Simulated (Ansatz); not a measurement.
In doubt: masses and optical values from hybrid runs of this build are listed as unsure (in some of the runs), which bears on the screening that GW takes from such a start; one-shot GW on d or f shells is unsure (in some of the runs), so the values of those runs are not to be relied on.

Consider BaNaCeSbO6 (F-43m).

The structure is cubic, space group F-43m (No. 216). The conventional cell has a = 8.487 Å, b = 8.487 Å, c = 8.487 Å, α = 90.00°, β = 90.00°, γ = 90.00°. Nearest to Na lie 12 O at 3.00 Å. Nearest to Ba lie 12 O at 3.00 Å. Nearest to Ce lie 6 O at 2.23 Å. Nearest to Sb lie 6 O at 2.01 Å. O has 1 Sb at 2.01 Å and 1 Ce at 2.23 Å and 2 Ba at 3.00 Å and 2 Na at 3.00 Å nearest. Farther neighbours and most contacts between anions are not listed.

```
Na Ba Ce Sb O
1.0
     0.00000    4.24331    4.24331
     4.24331    0.00000    4.24331
     4.24331    4.24331    0.00000
Na Ba Ce Sb O
1 1 1 1 6
Direct
  0.75000 0.75000 0.75000
  0.25000 0.25000 0.25000
  0.00000 0.00000 0.00000
  0.50000 0.50000 0.50000
  0.73731 0.26269 0.26269
  0.26269 0.73731 0.73731
  0.73731 0.73731 0.26269
  0.26269 0.26269 0.73731
  0.26269 0.73731 0.26269
  0.73731 0.26269 0.73731
```

The cell and positions are those that the Materials Project relaxed with its own functionals (PBE, PBE+U or r2SCAN), kept fixed. Spin-orbit coupling is left out unless a run names it.

Gaps computed with Ansatz 0.2.0 without a self-energy: HSE06 3.73 eV, r2SCAN 2.17 eV and PBE0 4.50 eV.

What gap should G0W0 on HSE06 give (4×4×4 mesh, 837 empty bands, screening to 180 eV, PAW set soft_1 files)?

About 5.17 eV: on its mesh the run moves the gap from 3.73 eV by +1.44 eV. A band edge moves to another state on the way. Among the scalar-relativistic levels given, PBE0 is nearest (−0.67 eV). Bands and cutoff are finite, so the gap is not at the basis limit. The miss can reach some tenths of an eV and take either sign; the mesh is an error of its own. Empty 4f levels lie among the conduction bands. Their place in the start is unsure; it enters the screening, and the edge itself where they lie low. The runs have no spin polarisation. For a closed low-spin shell that is the natural state; where a d or f shell is open it is a constraint, and the gap is then not the crystal's own. The compound holds f electrons or empty f levels, where one-shot G0W0 is unsure. The many-body steps are scalar-relativistic: spin-orbit coupling is not in them.

[Paths, hosts, dates, memory and timing lines, banners, echoed tables and standing remarks are left out of the program output.]

[Logs are printed without paths, hosts, clocks, repeated set-up lines and the standing remarks that a program may print on its own settings, such as how far it seeks lower states.]

[Runs of the session that timed out or met a known fault of the program may be left out.]

[Cells called generated may have been cut or substituted from an entry of the Crystallography Open Database or the Materials Project.]

[Hosts, paths, dates, database ids (printed as entryN), source tags and the programs' standing remarks are cut or masked in the printed files.]
